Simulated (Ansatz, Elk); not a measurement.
## Bonding as seen by X-rays: TiBeGa

Structure refinements treat a crystal as free atoms side by side. For a made-up structure of TiBeGa (cell and positions from a PBE relaxation) the runs below show what the calculated density changes in F(hkl).

Method: DFT, PBE, all-electron APW+lo, Dirac cores, scalar-relativistic bands, static density, no spin, in Elk 11.2.3 (patched build).

The structure was built from a prototype and need not be the compound's stable phase.

## Step 1: The starting structure

It takes space group P-6m2 (No. 187, hexagonal). Conventional cell: a = 3.959 Å, b = 3.959 Å, c = 2.963 Å, α = 90.00°, β = 90.00°, γ = 120.00°. Nearest to Ga lie 3 Be at 2.29 Å and 6 Ti at 2.72 Å. Nearest to Ti lie 6 Ga at 2.72 Å and 6 Be at 2.72 Å and 2 Ti at 2.96 Å. Nearest to Be lie 3 Ga at 2.29 Å and 6 Ti at 2.72 Å. Farther neighbours are not listed.

## Step 2: Ground state and structure factors

An all-electron density is needed, since X-rays see the cores too. Task 0 finds the density and task 195 Fourier-transforms it; tshift is off so that phases refer to the origin typed.

elk.in reads:

```
tasks
  0
  195

xctype
  20

spinpol
  .false.

rgkmax
  7.0

gmaxvr
  14.0

lmaxo
  7

lmaxapw
  8

swidth
  0.002

tshift
  .false.

ramdisk
  .false.

hmaxvr
  5.5

maxscl
  120

epspot
  1e-06

sppath
  './'

avec
  7.48217323596 0.00000000000 0.00000000000
  -3.74108661798 6.47975209786 -0.00000000000
  0.00000000000 -0.00000000000 5.59888694796

atoms
  3
  'Ga.in'
  1
  0.6666666667 0.3333333333 0.5000000000   0.000000 0.000000 0.000000
  'Ti.in'
  1
  0.0000000000 0.0000000000 -0.0000000000   0.000000 0.000000 0.000000
  'Be.in'
  1
  0.3333333333 0.6666666667 0.5000000000   0.000000 0.000000 0.000000

ngridk
  7 7 8
```

Launch:

```bash
$ OMP_NUM_THREADS=4 elk
```

Numbers of over 12 decimals in the logs are rounded to 6 here.

The log of the run:

```text
┌─────────────────────────┐
│ Elk code version 11.2.3 │
└─────────────────────────┘

All units are atomic (Hartree, Bohr, etc.)

┌─────────────────────────────────────────────────┐
│ Ground-state run starting from atomic densities │
└─────────────────────────────────────────────────┘

Lattice vectors :
   7.482173236       0.000000000       0.000000000
  -3.741086618       6.479752098      -0.000000000
   0.000000000      -0.000000000       5.598886948

Reciprocal lattice vectors :
  0.8397540539      0.4848322291       0.000000000
  -0.000000000      0.9696644582       0.000000000
  -0.000000000       0.000000000       1.122220428

Unit cell volume      :    271.4487516
Brillouin zone volume :   0.9138012683

Muffin-tin inner radius fraction :   0.1000000000E-01

Nuclei treated as point charges

Species : 1 (Ga)
 parameters loaded from : Ga.in
 name : gallium
 nuclear charge    :   -31.00000000
 electronic charge :    31.00000000
 atomic mass :    127097.2539
 muffin-tin radius :    2.400000000
 number of radial points in muffin-tin :    993
 inner part over the whole radius :   0.9952882137E-02
 number on inner part of muffin-tin    :    702
 approximate nuclear radius :   0.7562051033E-04
 number of mesh points to nuclear radius :    339
 atomic positions (lattice), magnetic fields (Cartesian) :
  1 :   0.66666667  0.33333333  0.50000000    0.00000000  0.00000000  0.00000000

Species : 2 (Ti)
 parameters loaded from : Ti.in
 name : titanium
 nuclear charge    :   -22.00000000
 electronic charge :    22.00000000
 atomic mass :    87256.20317
 muffin-tin radius :    2.400000000
 number of radial points in muffin-tin :    993
 inner part over the whole radius :   0.9985722337E-02
 number on inner part of muffin-tin    :    699
 approximate nuclear radius :   0.6805665174E-04
 number of mesh points to nuclear radius :    325
 atomic positions (lattice), magnetic fields (Cartesian) :
  1 :   0.00000000  0.00000000  0.00000000    0.00000000  0.00000000  0.00000000

Species : 3 (Be)
 parameters loaded from : Be.in
 name : beryllium
 nuclear charge    :   -4.000000000
 electronic charge :    4.000000000
 atomic mass :    16428.20280
 muffin-tin radius :    1.800000000
 number of radial points in muffin-tin :    593
 inner part over the whole radius :   0.9826427374E-02
 number on inner part of muffin-tin    :    403
 approximate nuclear radius :   0.4290726161E-04
 number of mesh points to nuclear radius :    156
 atomic positions (lattice), magnetic fields (Cartesian) :
  1 :   0.33333333  0.66666667  0.50000000    0.00000000  0.00000000  0.00000000

Total number of atoms per unit cell :    3
Total muffin-tin volume :    140.2406961
 ratio of muffin-tin to unit cell volume :   0.5166378377

Spin treatment :
 spin-unpolarised

Number of Bravais lattice symmetries :   24
Number of crystal symmetries         :   12
Crystal has no inversion symmetry
Complex Hermitian eigensolver will be used

k-point grid :      7     7     8
k-point offset :    0.000000000       0.000000000       0.000000000
k-point set is reduced with full crystal symmetry group
Total number of k-points :       60

Muffin-tin radius times maximum |G+k| :    7.000000000
 using average radius
Maximum |G+k| for APW functions       :    3.181818182
Maximum (1/2)|G+k|²                   :    5.061983471
Maximum |G| for potential and density :    14.00000000
Constant for pseudocharge density :    8
 order of it for each species :   15  15  15
 order of it for pair densities of each species (exact exchange by exxq0 0: 16) :   12  12   5
Radial integration step length :    1

G-vector grid sizes :     35    35    25
Number of G-vectors :    12553

Maximum angular momentum used for
 APW functions            :    8
 outer part of muffin-tin :    7
 inner part of muffin-tin :    2

Total nuclear charge    :   -57.00000000
Total core charge       :    30.00000000
Total valence charge    :    27.00000000
Total excess charge     :    0.000000000
Total electronic charge :    57.00000000

[...]
total energy                :     -2813.9788383737

Density of states at Fermi energy :    18.54985807
 (states/Hartree/unit cell)

Estimated indirect band gap :   0.3376414750E-02
 from k-point 43 to k-point 31
Estimated direct band gap   :   0.2014923190E-01
 at k-point 43

Charges :
 core                        :    30.00000000
 valence                     :    27.00000000
 interstitial                :    4.073736353
 muffin-tins (core leakage)
  species : 1 (Ga)
   atom 1                    :    29.93576564     (  0.8324871662E-03)
  species : 2 (Ti)
   atom 1                    :    20.04114338     ( -0.2204122129E-06)
  species : 3 (Be)
   atom 1                    :    2.949354626     (  0.1158489309E-02)
 total in muffin-tins        :    52.92626365
 total calculated charge     :    56.99795974
 total charge                :    57.00000000
 error                       :   0.2040258259E-02

RMS change in Kohn-Sham potential (target) :    4.502716766     (  0.1000000000E-05)
Absolute change in total energy (target)   :   0.8710203183     (  0.1000000000E-03)

[... loops 3 to 15 left out ...]

┌──────────────────┐
│ Loop number : 16 │
└──────────────────┘

Energies :
 Fermi                       :     0.280082
 sum of occupied eigenvalues :     -1618.4736305029
 electron kinetic            :      2859.2915839383
 core electron kinetic       :      2654.9847144015
 Coulomb                     :     -5551.1974150169
 Coulomb potential           :     -4320.8704018353
 nuclear-nuclear             :     -411.53276252872
 electron-nuclear            :     -5969.9196453011
 Hartree                     :      830.25499281294
 Madelung                    :     -3390.7622140992
 xc potential                :     -156.89481260597
 exchange                    :     -118.22392432882
 correlation                 :     -2.619941
 electron entropic           :    -0.26298750991921E-03
 total energy                :     -2812.7499590127

Density of states at Fermi energy :    17.21015741
 (states/Hartree/unit cell)

Estimated indirect band gap :   0.6328549059E-02
 from k-point 43 to k-point 50
Estimated direct band gap   :   0.1564344713E-01
 at k-point 43

Charges :
 core                        :    30.00000000
 valence                     :    27.00000000
 interstitial                :    3.860008536
 muffin-tins (core leakage)
  species : 1 (Ga)
[...]
species : 2 (Ti)
[...]
species : 3 (Be)
[...]
total in muffin-tins        :    53.13999146
 total calculated charge     :    56.99804226
 total charge                :    57.00000000
 error                       :   0.1957739836E-02

RMS change in Kohn-Sham potential (target) :   0.8646022997E-06 (  0.1000000000E-05)
Absolute change in total energy (target)   :   0.6978124475E-05 (  0.1000000000E-03)

Convergence targets achieved

┌──────────────────┐
│ Loop number : 17 │
└──────────────────┘

Energies :
 Fermi                       :     0.280082
 sum of occupied eigenvalues :     -1618.4736320953
 electron kinetic            :      2859.2915839751
 core electron kinetic       :      2654.9847134680
 Coulomb                     :     -5551.1974159198
 Coulomb potential           :     -4320.8704003906
 nuclear-nuclear             :     -411.53276252872
 electron-nuclear            :     -5969.9196486958
 Hartree                     :      830.25499530476
 Madelung                    :     -3390.7622157245
 xc potential                :     -156.89481567976
 exchange                    :     -118.22392450148
 correlation                 :     -2.619941
 electron entropic           :    -0.26298747939282E-03
 total energy                :     -2812.7499600495

Density of states at Fermi energy :    17.21015269
 (states/Hartree/unit cell)

Estimated indirect band gap :   0.6328537978E-02
 from k-point 38 to k-point 50
Estimated direct band gap   :   0.1564343919E-01
 at k-point 43

Charges :
 core                        :    30.00000000
 valence                     :    27.00000000
 interstitial                :    3.860008338
 muffin-tins (core leakage)
  species : 1 (Ga)
   atom 1                    :    29.98571595     (  0.7738769823E-03)
  species : 2 (Ti)
   atom 1                    :    20.33994969     ( -0.2204279408E-06)
  species : 3 (Be)
   atom 1                    :    2.814326023     (  0.1150752520E-02)
 total in muffin-tins        :    53.13999166
 total calculated charge     :    56.99804226
 total charge                :    57.00000000
 error                       :   0.1957739806E-02

┌──────────────────────────────┐
│ Self-consistent loop stopped │
└──────────────────────────────┘

Warning : core states of species 1 leak from the muffin-tin :   0.7738769823E-03

Warning : core states of species 3 leak from the muffin-tin :   0.1150752520E-02

Wrote STATE.OUT
```

Run time: 17 s. Hardware: 4 threads of Arm Neoverse V1, shared host; peak memory 0.16 GiB.

SFACRHO.OUT:

```text

h k l indices transformed by vhmat matrix:
   1.000000000       0.000000000       0.000000000    
   0.000000000       1.000000000       0.000000000    
   0.000000000       0.000000000       1.000000000    

      h      k      l  multipl.   |H|            Re(F)            Im(F)           |F|

      0      0      0      1   0.0000000       57.000000      0.15909879E-16   57.000000    
      0     -1      0      3  0.96966446       3.0266672      -21.044080       21.260621    
      0      1      0      3  0.96966446       3.0266672       21.044080       21.260621    
      0      0      1      2   1.1222204      -11.676869      0.15386695E-13   11.676869    
      0      1     -1      6   1.4831142       28.135891      -19.048795       33.977713    
      0     -1      1      6   1.4831142       28.135891       19.048795       33.977713    
     -2      1      0      6   1.6795081       39.105850     -0.13293819E-07   39.105850    
      2     -2      0      3   1.9393289       1.8043969      -17.218874       17.313159    
      0     -2      0      3   1.9393289       1.8043969       17.218874       17.313159    
     -1      2     -1     12   2.0199322      -9.7797051      0.12308629E-07   9.7797051    
      2      0     -1      6   2.2406194       23.132171      -16.041910       28.150315    
      2     -2     -1      6   2.2406194       23.132171       16.041910       28.150315    
      0      0      2      2   2.2444409       34.040862     -0.24894708E-13   34.040862    
      1     -1     -2      6   2.4449466       1.1525132       15.244339       15.287844    
      0     -1      2      6   2.4449466       1.1525132      -15.244339       15.287844    
     -1      3      0      6   2.5654910       1.0840224       14.816154       14.855757    
     -2      3      0      6   2.5654910       1.0840224      -14.816154       14.855757    
     -3      2     -1     12   2.8002005       19.993024       13.948590       24.377944
```

Elk indexes on the primitive cell of elk.in and gives |H| = 4π sin θ/λ in inverse bohr. Below, one row stands for each form hkl of the conventional cell (m members, Friedel mates merged), F is for one primitive cell and the density is static (no thermal factor). Free-atom factors are Waasmaier and Kirfel's, and R is Σm||F|−|F'||/Σm|F|.

```csv
hkl,m,sin θ/λ (Å⁻¹),"abs F, DFT",neutral atoms,diff.,abs of complex diff.
100,6,0.146,21.261,21.370,-0.109,0.110
001,2,0.169,11.677,11.329,+0.348,0.348
101,12,0.223,33.978,34.272,-0.295,0.295
110,6,0.253,39.106,39.417,-0.311,0.311
200,6,0.292,17.313,17.458,-0.145,0.204
111,12,0.304,9.780,9.955,-0.176,0.176
201,12,0.337,28.150,28.276,-0.125,0.133
002,2,0.338,34.041,34.123,-0.082,0.082
102,12,0.368,15.288,15.374,-0.086,0.094
210,12,0.386,14.856,14.898,-0.042,0.075
211,24,0.421,24.378,24.398,-0.020,0.029
112,12,0.422,29.491,29.531,-0.040,0.040
300,6,0.438,28.733,28.744,-0.011,0.012
202,12,0.446,13.380,13.403,-0.023,0.048
301,12,0.469,8.000,8.057,-0.057,0.057
220,6,0.505,25.704,25.700,+0.004,0.004
003,2,0.506,7.463,7.542,-0.078,0.078
212,24,0.513,11.923,11.927,-0.004,0.031
```

## Step 3: The highest occupied states alone

An energy window below the Fermi level keeps the highest occupied states, to see at which angles they scatter; shallow core shells can lie inside it and anion s states outside. No new self-consistency is needed.

Changes to elk.in since step 2:

```diff
@@ -1,3 +1,2 @@
 tasks
-  0
   195
@@ -40,2 +39,5 @@
 
+wsfac
+  -0.160910 0.580080
+
 sppath
```

Launch:

```bash
$ OMP_NUM_THREADS=4 elk
```

The log of the run:

```text
┌─────────────────────────────────┐
│ Elk code version 11.2.3 started │
└─────────────────────────────────┘

Info(readinput): the functional depends on the density's gradient
 muffin-tin radial points multiplied by    2.00000
 (not where nrmtscf is given)

┌────────────────────┐
│ Current task : 195 │
└────────────────────┘

Info(sfacrho): density structure factors written to SFACRHO.OUT

 Energy window :  -0.1609100000      0.5800800000

┌──────────────────┐
│ Elk code stopped │
└──────────────────┘
```

It took 4 s on 4 threads; peak memory 0.16 GiB.

States within 12 eV below the Fermi level hold 9.00 electrons; any levels below the window count with the cores. Their amplitudes can exceed the total, where window and core parts have opposite phase:

```csv
hkl,sin θ/λ (Å⁻¹),"abs F, window","abs F, all"
100,0.146,0.684,21.261
001,0.169,0.182,11.677
101,0.223,0.709,33.978
110,0.253,0.536,39.106
200,0.292,0.575,17.313
111,0.304,0.557,9.780
201,0.337,0.318,28.150
002,0.338,0.319,34.041
102,0.368,0.306,15.288
210,0.386,0.296,14.856
```

## Step 4: Another functional

The difference from free atoms is small, so it is set against the change that PBEsol makes.

Changes to elk.in since step 3:

```diff
@@ -1,2 +1,3 @@
 tasks
+  0
   195
@@ -4,3 +5,3 @@
 xctype
-  20
+  22
 
@@ -39,5 +40,2 @@
 
-wsfac
-  -0.160910 0.580080
-
 sppath
```

Launch:

```bash
$ OMP_NUM_THREADS=4 elk
```

The log of the run:

```text
┌─────────────────────────┐
│ Elk code version 11.2.3 │
└─────────────────────────┘

All units are atomic (Hartree, Bohr, etc.)

┌─────────────────────────────────────────────────┐
│ Ground-state run starting from atomic densities │
└─────────────────────────────────────────────────┘

Lattice vectors :
   7.482173236       0.000000000       0.000000000
  -3.741086618       6.479752098      -0.000000000
   0.000000000      -0.000000000       5.598886948

Reciprocal lattice vectors :
  0.8397540539      0.4848322291       0.000000000
[...]
species : 2 (Ti)
   atom 1                    :    20.34394183     ( -0.2204189880E-06)
  species : 3 (Be)
   atom 1                    :    2.807381428     (  0.1195323310E-02)
 total in muffin-tins        :    53.14347459
 total calculated charge     :    56.99798623
 total charge                :    57.00000000
 error                       :   0.2013768863E-02

┌──────────────────────────────┐
│ Self-consistent loop stopped │
└──────────────────────────────┘

Warning : core states of species 1 leak from the muffin-tin :   0.7856050906E-03

Warning : core states of species 3 leak from the muffin-tin :   0.1195323310E-02

Wrote STATE.OUT
[key lines of the parts left out:]
total energy                :     -2810.2566944651
```

Run time: 16 s. Hardware: 4 threads; peak memory 0.16 GiB; 50 s of CPU time.

Against the first run R = 0.03 %; the largest change is -0.020 at 002.

## Step 5: Basis size

The basis and the expansions that go with it are enlarged, to see whether the differences are converged.

Changes to elk.in since step 4:

```diff
@@ -5,3 +5,3 @@
 xctype
-  22
+  20
 
@@ -11,12 +11,12 @@
 rgkmax
-  7.0
+  8.5
 
 gmaxvr
-  14.0
+  18.0
 
 lmaxo
-  7
+  9
 
 lmaxapw
-  8
+  10
```

Launch:

```bash
$ OMP_NUM_THREADS=4 elk
```

The log of the run:

```text
┌─────────────────────────┐
│ Elk code version 11.2.3 │
└─────────────────────────┘

All units are atomic (Hartree, Bohr, etc.)

┌─────────────────────────────────────────────────┐
│ Ground-state run starting from atomic densities │
└─────────────────────────────────────────────────┘

Lattice vectors :
   7.482173236       0.000000000       0.000000000
  -3.741086618       6.479752098      -0.000000000
   0.000000000      -0.000000000       5.598886948

Reciprocal lattice vectors :
  0.8397540539      0.4848322291       0.000000000
[...]
species : 2 (Ti)
   atom 1                    :    20.34306808     ( -0.2204269833E-06)
  species : 3 (Be)
   atom 1                    :    2.815212850     (  0.1151032959E-02)
 total in muffin-tins        :    53.14551629
 total calculated charge     :    56.99805546
 total charge                :    57.00000000
 error                       :   0.1944537832E-02

┌──────────────────────────────┐
│ Self-consistent loop stopped │
└──────────────────────────────┘

Warning : core states of species 1 leak from the muffin-tin :   0.7736763635E-03

Warning : core states of species 3 leak from the muffin-tin :   0.1151032959E-02

Wrote STATE.OUT
[key lines of the parts left out:]
total energy                :     -2812.7531253672
```

Elapsed: 42 s, on 4 threads; peak memory 0.18 GiB.

Against the first run R = 0.00 %; the largest change is -0.002 at 220.

## Step 6: A coarser k-mesh

About half the k-points along each axis test the sampling.

Changes to elk.in since step 5:

```diff
@@ -11,12 +11,12 @@
 rgkmax
-  8.5
+  7.0
 
 gmaxvr
-  18.0
+  14.0
 
 lmaxo
-  9
+  7
 
 lmaxapw
-  10
+  8
 
@@ -61,2 +61,2 @@
 ngridk
-  7 7 8
+  4 4 4
```

Launch:

```bash
$ OMP_NUM_THREADS=4 elk
```

The log of the run:

```text
┌─────────────────────────┐
│ Elk code version 11.2.3 │
└─────────────────────────┘

All units are atomic (Hartree, Bohr, etc.)

┌─────────────────────────────────────────────────┐
│ Ground-state run starting from atomic densities │
└─────────────────────────────────────────────────┘

Lattice vectors :
   7.482173236       0.000000000       0.000000000
  -3.741086618       6.479752098      -0.000000000
   0.000000000      -0.000000000       5.598886948

Reciprocal lattice vectors :
  0.8397540539      0.4848322291       0.000000000
[...]
species : 2 (Ti)
   atom 1                    :    20.34098951     ( -0.2204279319E-06)
  species : 3 (Be)
   atom 1                    :    2.814437225     (  0.1150787072E-02)
 total in muffin-tins        :    53.14296740
 total calculated charge     :    56.99805312
 total charge                :    57.00000000
 error                       :   0.1946879268E-02

┌──────────────────────────────┐
│ Self-consistent loop stopped │
└──────────────────────────────┘

Warning : core states of species 1 leak from the muffin-tin :   0.7739465654E-03

Warning : core states of species 3 leak from the muffin-tin :   0.1150787072E-02

Wrote STATE.OUT
[key lines of the parts left out:]
total energy                :     -2812.7464836888
```

The job ended after 9.2 s (4 threads; peak memory 0.16 GiB; 21 s of CPU time).

Against the first run R = 0.02 %; the largest change is -0.026 at 002.

## Step 7: Settings against the effect

```csv
run,R against the first run (%),"R against neutral atoms, low angle (%)",wall time
"PBE, rgkmax 7",0.00,0.85,17 s
PBEsol,0.03,0.87,16 s
rgkmax 8.5 with larger expansions,0.00,0.85,42 s
k-mesh 4×4×4,0.02,0.84,9.2 s
```

## Step 8: Summary of results

| Quantity | Value |
| --- | --- |
| R against neutral atoms, sin θ/λ < 0.3 Å⁻¹ | 0.85 % |
| R against neutral atoms, 0.3 to 0.81 Å⁻¹ | 0.19 % |

Independent neutral atoms miss the calculated amplitudes by R = 0.85 % below 0.3 Å⁻¹ and 0.19 % from there to 0.81 Å⁻¹; by shells, 0.51 % below 0.15 Å⁻¹ (1 form), 0.91 % 0.15 to 0.3 (4 forms), 0.31 % 0.3 to 0.45 (9 forms), 0.16 % above 0.45 (42 forms). Bonding, aspherical density and the tables' own atoms all enter these figures, and the runs don't part them. The largest change of an amplitude is +0.35 electrons, at 001. R counts amplitudes alone; phases shift too. The window's part falls from 9.0 electrons at the origin to at most 0.17 between 0.45 and 0.81 Å⁻¹. Below 0.3 Å⁻¹ the changes that finished (PBEsol, rgkmax 8.5 with larger expansions and k-mesh 4×4×4) move F by R = 0.03 % at most, against the 0.85 % that separates it from free atoms. These runs have no spin, though d or f shells may be open. Part of the difference isn't bonding: the tables are fits to free atoms and ions calculated by other methods than this functional. Thermal motion, anomalous dispersion and extinction are left out.

[Logs are printed without paths, hosts, clocks, repeated set-up lines and the standing remarks that a program may print on its own settings, such as how far it seeks lower states.]

[Hosts, paths, dates, database ids (printed as entryN), source tags and the programs' standing remarks are cut or masked in the printed files.]
